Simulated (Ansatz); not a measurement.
## LiCaCl3 (model cell, started as cubic perovskite with Ca in the octahedra): relaxing the cell for a phonon run

Task: relax LiCaCl3 (model cell, started as cubic perovskite with Ca in the octahedra) tightly.

Program: Ansatz 0.2.0. Level of theory: DFT PBEsol, scalar-relativistic, plane waves, PAW; PAW set soft_1. Results are calculated unless marked as measured.

Most raw output is cut from this account.

The structure was built from a prototype and need not be the compound's stable phase.

**1. Set-up**

Symmetry: Pm-3m, No. 221, cubic system. Conventional cell: a = 5.508 Å, b = 5.508 Å, c = 5.508 Å, α = 90.00°, β = 90.00°, γ = 90.00°. Nearest to Li lie 12 Cl at 3.89 Å. Ca has 6 Cl at 2.75 Å nearest. Cl has 2 Ca at 2.75 Å nearest. Farther neighbours and most contacts between anions are not listed.

**2. Probe on a coarse mesh**

A quick single point on a coarse mesh tells whether the cell has a gap and how far it is from rest, which sets the k mesh and smearing that follow.

Input file input.yaml:

```yaml
crystal:
  lattice:
    - [5.5076, 0.0, 0.0]
    - [0.0, 5.5076, 0.0]
    - [0.0, 0.0, 5.5076]
  atoms:
    - { symbol: Li, position: [0.0, 0.0, 0.0] }
    - { symbol: Ca, position: [0.5, 0.5, 0.5] }
    - { symbol: Cl, position: [0.5, 0.5, 0.0] }
    - { symbol: Cl, position: [0.5, 0.0, 0.5] }
    - { symbol: Cl, position: [0.0, 0.5, 0.5] }
kpoints:
  mp_grid: { grid: [4, 4, 4] }
hamiltonian:
  xc: pbesol
  pseudopotentials: { kind: paw, azcp: { folder: soft_1 }, xc_functional: pbe }
scf:
  occupations: { method: gaussian, width: 0.1 }
output:
  forces: true
  stress: true
  eigenvalues: true
```

Launch:

```console
$ ansatz run input.yaml --threads 4 --pin off --max-ram 16384MiB --backend cpu --events-out ev --progress --plain --runs-dir out
```

It took 1 s on 4 threads of Arm Neoverse V1, shared host; peak memory 0.4 GiB.

This step gave:

| Quantity | Value |
| --- | --- |
| pressure | -2.673 GPa |
| gap on the k-mesh | 3.651 eV |
| volume per atom | 33.41 Å³ |
| direct gap on mesh | 3.958 eV |

The coarse mesh shows a gap of 3.65 eV and a pressure of -2.7 GPa.

**3. Relaxation**

Harmonic phonons are second derivatives at a point where the forces vanish, and they are wanted at zero stress, so atoms and cell are relaxed first.

Changes to input.yaml since step 2:

```diff
@@ -17,3 +17,3 @@
 scf:
-  occupations: { method: gaussian, width: 0.1 }
+  occupations: { method: gaussian, width: 0.02 }
 output:
@@ -22 +22,6 @@
   eigenvalues: true
+relax:
+  adjacent_minimum: "off"
+  f_tol: 0.005
+  max_steps: 80
+  cell: { stress_tol: 0.05 }
```

Elapsed: 4.2 s, on 4 threads; peak memory 0.42 GiB.

The steps of the relaxation:

```csv
step,energy less that of the first step (eV),largest force component (eV/Å),pressure (GPa),volume (Å³)
1,0.0000,0.0000,-2.67,167.07
2,-0.1713,0.0000,-1.15,153.22
3,-0.1960,0.0000,0.37,144.16
4,-0.1982,0.0000,-0.03,146.24
5*,-0.1980,0.0000,-0.03,146.24
```

Relaxation steps marked * repeat the geometry before them on a plane-wave basis chosen anew for their cell, so energy and pressure can jump there.

Forces are held to the 48 operations that the run works with; a distortion that breaks them can't arise in this run.

```
conventional cell, symmetrised  before  after   change
                         a (Å)   5.508  5.269   -4.3 %
                         b (Å)   5.508  5.269   -4.3 %
                         c (Å)   5.508  5.269   -4.3 %
              volume (Å³/atom)   33.41  29.25  -12.5 %
```

Final coordinates:

```
Li Ca Cl
1.0
     5.26857    0.00000    0.00000
     0.00000    5.26857    0.00000
     0.00000    0.00000    5.26857
Li Ca Cl
1 1 3
Direct
  0.00000 0.00000 0.00000
  0.50000 0.50000 0.50000
  0.50000 0.50000 0.00000
  0.50000 0.00000 0.50000
  0.00000 0.50000 0.50000
```

This step gave:

```
pressure           : -0.03058 GPa
gap on the k-mesh  : 3.737 eV
volume per atom    : 29.25 Å³
direct gap on mesh : 4.053 eV
```

In this step the volume went from 33.41 to 29.25 Å³/atom.

**4. Relaxation**

The relaxation is repeated from its end on the same settings, as a check that it has come to rest.

Changes to input.yaml since step 3:

```diff
@@ -2,5 +2,5 @@
   lattice:
-    - [5.5076, 0.0, 0.0]
-    - [0.0, 5.5076, 0.0]
-    - [0.0, 0.0, 5.5076]
+    - [5.2685691935, 0.0, 0.0]
+    - [0.0, 5.2685691935, 0.0]
+    - [0.0, 0.0, 5.2685691935]
   atoms:
@@ -22,2 +22,6 @@
   eigenvalues: true
+  write_density: true
+  write_potential: true
+  elf: true
+  volumetric_format: npy
 relax:
```

Wall time 1.9 s (4 threads); peak memory 0.4 GiB; 6.5 s of CPU time.

Little changed from the start: no atom moved by 0.005 Å and no cell edge by 0.1 %.

ELF in the ac plane at fractional y = 0.500, with atoms of Ca and Cl within 0.2 Å of it. It is the smooth field of the valence electrons, not physical close to the nuclei.

Values, 15 rows by 15 columns, each cell a mean:
```
0.01 0.01 0.10 0.43 0.76 0.86 0.77 0.53 0.62 0.84 0.84 0.64 0.26 0.04 0.01
0.05 0.03 0.04 0.22 0.61 0.83 0.86 0.83 0.84 0.86 0.76 0.44 0.11 0.03 0.04
0.32 0.19 0.07 0.07 0.29 0.63 0.75 0.78 0.78 0.72 0.49 0.16 0.05 0.11 0.26
0.68 0.57 0.31 0.09 0.06 0.18 0.25 0.28 0.27 0.23 0.12 0.06 0.16 0.44 0.64
0.85 0.82 0.68 0.31 0.04 0.06 0.22 0.35 0.31 0.14 0.03 0.12 0.49 0.76 0.84
0.83 0.86 0.83 0.53 0.08 0.36 0.76 0.84 0.82 0.64 0.14 0.23 0.72 0.86 0.84
0.47 0.75 0.85 0.60 0.12 0.62 0.84 0.82 0.83 0.82 0.31 0.27 0.78 0.84 0.62
0.32 0.70 0.85 0.61 0.13 0.67 0.84 0.79 0.82 0.84 0.35 0.28 0.78 0.83 0.53
0.71 0.82 0.85 0.57 0.10 0.50 0.82 0.84 0.84 0.76 0.22 0.25 0.75 0.86 0.77
0.87 0.86 0.78 0.43 0.06 0.16 0.50 0.67 0.62 0.36 0.06 0.18 0.63 0.83 0.86
0.78 0.71 0.49 0.16 0.04 0.06 0.10 0.13 0.12 0.08 0.04 0.06 0.29 0.61 0.76
0.49 0.35 0.14 0.05 0.16 0.43 0.57 0.61 0.60 0.53 0.31 0.09 0.07 0.22 0.43
0.13 0.07 0.04 0.14 0.49 0.78 0.85 0.85 0.85 0.83 0.68 0.31 0.07 0.04 0.10
0.02 0.02 0.07 0.35 0.71 0.86 0.82 0.70 0.75 0.86 0.82 0.57 0.19 0.03 0.01
0.00 0.02 0.13 0.49 0.78 0.87 0.71 0.32 0.47 0.83 0.85 0.68 0.32 0.05 0.01
```
Columns run along a (5.3 Å), rows up along c (5.3 Å). Atoms in or near the plane, at fractional coordinates: Ca at (0.50, 0.50), Cl at (0.50, 0.00), Cl at (0.00, 0.50).

Electrostatic potential energy in the ac plane at fractional y = 0.500, with atoms of Ca and Cl within 0.2 Å of it. With pseudopotentials it is smooth inside the atoms' cores, unlike the true potential.

Ten even steps from '_' (-49 eV) to '@' (7 eV), each cell a mean:
```
@@@@@@@@@@**::..::==%%@@@@@@@@
@@@@@@@@@@%%++--==##@@@@@@@@@@
@@@@@@@@@@@@%%%%%%@@@@@@@@@@@@
@@@@@@@@@@@@@@%%%%@@@@@@@@@@@@
%%@@@@@@@@%%######%%@@@@@@@@%%
--++%%@@%%##==::--++%%@@@@##==
..::**%%%%++..____--##%%%%==::
..::++%%%%++______::##%%%%--..
::--##@@%%**::__..==##@@%%++::
**##@@@@@@%%**++++##%%@@@@%%**
@@@@@@@@@@@@%%%%%%%%@@@@@@@@@@
@@@@@@@@@@@@@@%%%%@@@@@@@@@@@@
@@@@@@@@@@@@##++**%%@@@@@@@@@@
@@@@@@@@@@##--::::++@@@@@@@@@@
@@@@@@@@@@**::....--%%@@@@@@@@
```
Columns run along a (5.3 Å; values clipped at the 3rd and 97th percentile), rows up along c (5.3 Å). Atoms in or near the plane, at fractional coordinates: Ca at (0.50, 0.50), Cl at (0.50, 0.00), Cl at (0.00, 0.50).

Valence density in the ac plane at fractional y = 0.500, with atoms of Ca and Cl within 0.2 Å of it. It is the smooth field of the valence electrons, not physical close to the nuclei.

Values in e/Å³, 15 rows by 15 columns, each cell a mean:
```
0.0 0.0 0.0 0.1 0.3 0.9 1.6 1.4 1.5 1.4 0.5 0.2 0.0 0.0 0.0
0.0 0.0 0.0 0.1 0.2 0.5 1.1 1.5 1.4 0.9 0.3 0.1 0.0 0.0 0.0
0.1 0.0 0.0 0.0 0.1 0.2 0.5 0.7 0.6 0.4 0.2 0.1 0.0 0.0 0.0
0.2 0.1 0.1 0.1 0.1 0.1 0.2 0.3 0.3 0.2 0.1 0.1 0.1 0.1 0.2
0.6 0.4 0.2 0.1 0.1 0.1 0.3 0.5 0.4 0.2 0.1 0.1 0.2 0.3 0.5
1.5 1.2 0.6 0.2 0.1 0.4 1.5 2.6 2.2 0.9 0.2 0.2 0.4 0.9 1.4
1.2 1.6 1.0 0.4 0.2 1.0 3.5 5.5 4.9 2.2 0.4 0.3 0.6 1.4 1.5
0.9 1.6 1.1 0.4 0.3 1.2 4.0 6.1 5.5 2.6 0.5 0.3 0.7 1.5 1.4
1.6 1.5 0.8 0.3 0.2 0.7 2.4 4.0 3.5 1.5 0.3 0.2 0.5 1.1 1.6
1.0 0.8 0.4 0.2 0.1 0.2 0.7 1.2 1.0 0.4 0.1 0.1 0.2 0.5 0.9
0.3 0.2 0.1 0.1 0.1 0.1 0.2 0.3 0.2 0.1 0.1 0.1 0.1 0.2 0.3
0.1 0.1 0.1 0.0 0.1 0.2 0.3 0.4 0.4 0.2 0.1 0.1 0.0 0.1 0.1
0.0 0.0 0.0 0.1 0.1 0.4 0.8 1.1 1.0 0.6 0.2 0.1 0.0 0.0 0.0
0.0 0.0 0.0 0.1 0.2 0.8 1.5 1.6 1.6 1.2 0.4 0.1 0.0 0.0 0.0
0.0 0.0 0.0 0.1 0.3 1.0 1.6 0.9 1.2 1.5 0.6 0.2 0.1 0.0 0.0
```
Columns run along a (5.3 Å), rows up along c (5.3 Å). Atoms in or near the plane, at fractional coordinates: Ca at (0.50, 0.50), Cl at (0.50, 0.00), Cl at (0.00, 0.50).

In this step the volume went from 29.25 to 29.25 Å³/atom.

**5. Relaxing to small forces for the phonons**

Phonons need a cell at rest on their own settings, so the relaxation is repeated with tight tolerances on forces and stress on the k mesh and occupations of the first response run.

input.yaml, the sections that differ from step 4:

```yaml
scf:
  occupations: { method: fixed }
output:
  forces: true
  stress: true
  eigenvalues: true
relax:
  adjacent_minimum: "off"
  f_tol: 0.001
  max_steps: 60
  cell: { stress_tol: 0.01 }
# crystal, kpoints, hamiltonian: as in step 4
```

Elapsed: 2.4 s, on 4 threads; peak memory 0.39 GiB; 8.3 s of CPU time.

Little changed from the start: no atom moved by 0.005 Å and no cell edge by 0.1 %.

A gap read on the k-mesh alone can miss the band edges.

This step gave:

```
pressure           : -0.005515 GPa
gap on the k-mesh  : 3.738 eV
volume per atom    : 29.22 Å³
direct gap on mesh : 4.054 eV
```

The forces vanish by symmetry and the pressure is -0.006 GPa, within the tolerances set. The cell now holds 29.22 Å³/atom.

**6. Outcome**

| Item | Value |
| --- | --- |
| space group after relaxation (within 0.01 Å) | Pm-3m |
| lattice constant a | 5.267 Å |
| lattice constant b | 5.267 Å |
| lattice constant c | 5.267 Å |
| volume per atom | 29.2 Å³ |
| gap on the k-mesh | 3.74 eV |

In words: The forces vanish by symmetry and the pressure is -0.006 GPa, within the tolerances set. The cell now holds 29.22 Å³/atom. The relaxation keeps the symmetry of its start, so it says nothing on stability against lower symmetry. The PAW files were made for PBE and serve the other functionals too. The starting cell was built on a prototype and not taken from a measurement, so the phase need not exist.

[Logs are printed without paths, hosts, clocks, repeated set-up lines and the standing remarks that a program may print on its own settings, such as how far it seeks lower states.]

[Hosts, paths, dates, database ids (printed as entryN), source tags and the programs' standing remarks are cut or masked in the printed files.]
